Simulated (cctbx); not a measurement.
# Diagnosing a refinement

Cell a = 11.7250 Å, b = 11.2720 Å, c = 9.4110 Å, α = 90.00°, β = 127.83°, γ = 90.00°; space group Cm (no. 8). The compound is Nd5Sm5Sn6.

The data are simulated with cctbx, not measured: synchrotron X-rays, λ = 0.6889 Å, to d = 0.7 Å, 95 % of the full sphere, strongest reflection 40000 counts, noise from counting, a 4 % proportional error and a noise floor of 2 counts (s.d.); no absorption.

An anisotropic refinement with weights 1/σ² prints:

```text
Rint 0.023, 270 unique reflections to 1.61 A
cycle     R1     wR2    GooF  max shift (A)
   1  0.0140  0.0419   1.198   0.00910
   3  0.0120  0.0340   0.972   0.00024
final R1 0.0121 wR2 0.0340 GooF 0.972  parameters 81  data/parameter 3.3
atom        x        y        z      Ueq    occ   su(xyz)  su(Uiso or U11)
Sm1    0.03940  0.50000  0.71597   0.0015  1.000  0.00038  0.0042  NPD
Sm2    0.85851  0.17829  0.71855   0.0081  1.000  0.00031  0.0026
Sm3    0.23373  0.74581  0.97135   0.0052  1.000  0.00055  0.0020
Nd1    0.82609  0.00000  0.29322   0.0045  1.000  0.00038  0.0043  NPD
Nd2    0.46656  0.00000  0.29238   0.0096  1.000  0.00043  0.0048
Nd3    0.64952  0.31968  0.29487   0.0054  1.000  0.00032  0.0032
Nd4    0.68496  0.50000  0.70817   0.0077  1.000  0.00044  0.0034
Sn1    0.00146  0.74794  0.50941   0.0045  1.000  0.00071  0.0030  NPD
Sn2    0.11451  0.00000  0.00420   0.0101  1.000  0.00061  0.0055
Sn3    0.90013  0.00000  0.00865   0.0001  1.000  0.00057  0.0065  NPD
Sn4    0.49388  0.88383  0.00175   0.0077  1.000  0.00060  0.0027
difference map: max 0.19 min -0.20 rms 0.06
Q1    0.3116  0.2203  0.8792    4    0.20  1.64 A from Sm3
Q2    0.1703  0.2786  0.1025    4    0.20  1.81 A from Sm3
Q3    0.2198  0.0000  0.3974    2    0.16  2.18 A from Nd3
Q4    0.3089  0.0000  0.5751    2    0.16  2.16 A from Sm1
Q5    0.9983  0.0970  0.3818    4    0.15  1.98 A from Nd1
Q6    0.3723  0.0597  0.1768    4    0.15  1.18 A from Nd2
```

Q: Accept it or mend it, and why?

Mend it. The fault: data cut at low resolution. Against the right model at the same level, R1 goes from 0.0152 to 0.0121 and GooF from 0.94 to 0.97 and Sm1, Nd1, Sn1 and Sn3 go non-positive-definite. The atoms are right, but there are too few data for the parameters: R1 flatters and the s.u.s grow. Data per parameter fall from 38.6 to 3.3.

The compound is Nd5Sm5Sn6. The right model at the same level gives:

```text
Rint 0.024, 3123 unique reflections to 0.70 A
cycle     R1     wR2    GooF  max shift (A)
   1  0.0197  0.0566   1.351   0.00182
   2  0.0152  0.0392   0.938   0.00000
final R1 0.0152 wR2 0.0392 GooF 0.938  parameters 81  data/parameter 38.6
atom        x        y        z      Ueq    occ   su(xyz)  su(Uiso or U11)
Sm1    0.03913  0.50000  0.71605   0.0043  1.000  0.00004  0.0001
Sm2    0.85859  0.17801  0.71889   0.0066  1.000  0.00003  0.0001
Sm3    0.23299  0.74590  0.97077   0.0045  1.000  0.00003  0.0001
Nd1    0.82636  0.00000  0.29345   0.0043  1.000  0.00004  0.0001
Nd2    0.46601  0.00000  0.29191   0.0041  1.000  0.00004  0.0001
Nd3    0.64959  0.31948  0.29492   0.0054  1.000  0.00003  0.0001
Nd4    0.68497  0.50000  0.70812   0.0047  1.000  0.00004  0.0001
Sn1    0.00151  0.74780  0.50948   0.0038  1.000  0.00004  0.0001
Sn2    0.11480  0.00000  0.00430   0.0054  1.000  0.00006  0.0002
Sn3    0.90070  0.00000  0.00900   0.0044  1.000  0.00005  0.0002
Sn4    0.49470  0.88361  0.00182   0.0042  1.000  0.00004  0.0001
Flack x: 0.032(9)
Hooft y: 0.028(11)  Bijvoet pairs: 1545
difference map: max 1.08 min -0.94 rms 0.21
Q1    0.2790  0.5000  0.8373    2    1.08  1.35 A from Sn3
Q2    0.1904  0.5000  0.0682    2    1.02  1.70 A from Nd1
Q3    0.1099  0.5000  0.6258    2    1.01  1.51 A from Sm1
Q4    0.4119  0.0000  0.9299    2    0.87  1.52 A from Sn4
Q5    0.2351  0.0000  0.1890    2    0.86  1.42 A from Sn2
Q6    0.1805  0.5000  0.4507    2    0.84  1.99 A from Nd2
```

The model was made for the exercise: a known structure type with other elements put in, its volume estimated, not relaxed; displacement parameters are assumed.

[Middle refinement cycles are left out of these outputs.]

[Logs are printed without paths, hosts, clocks, repeated set-up lines and the standing remarks that a program may print on its own settings, such as how far it seeks lower states.]
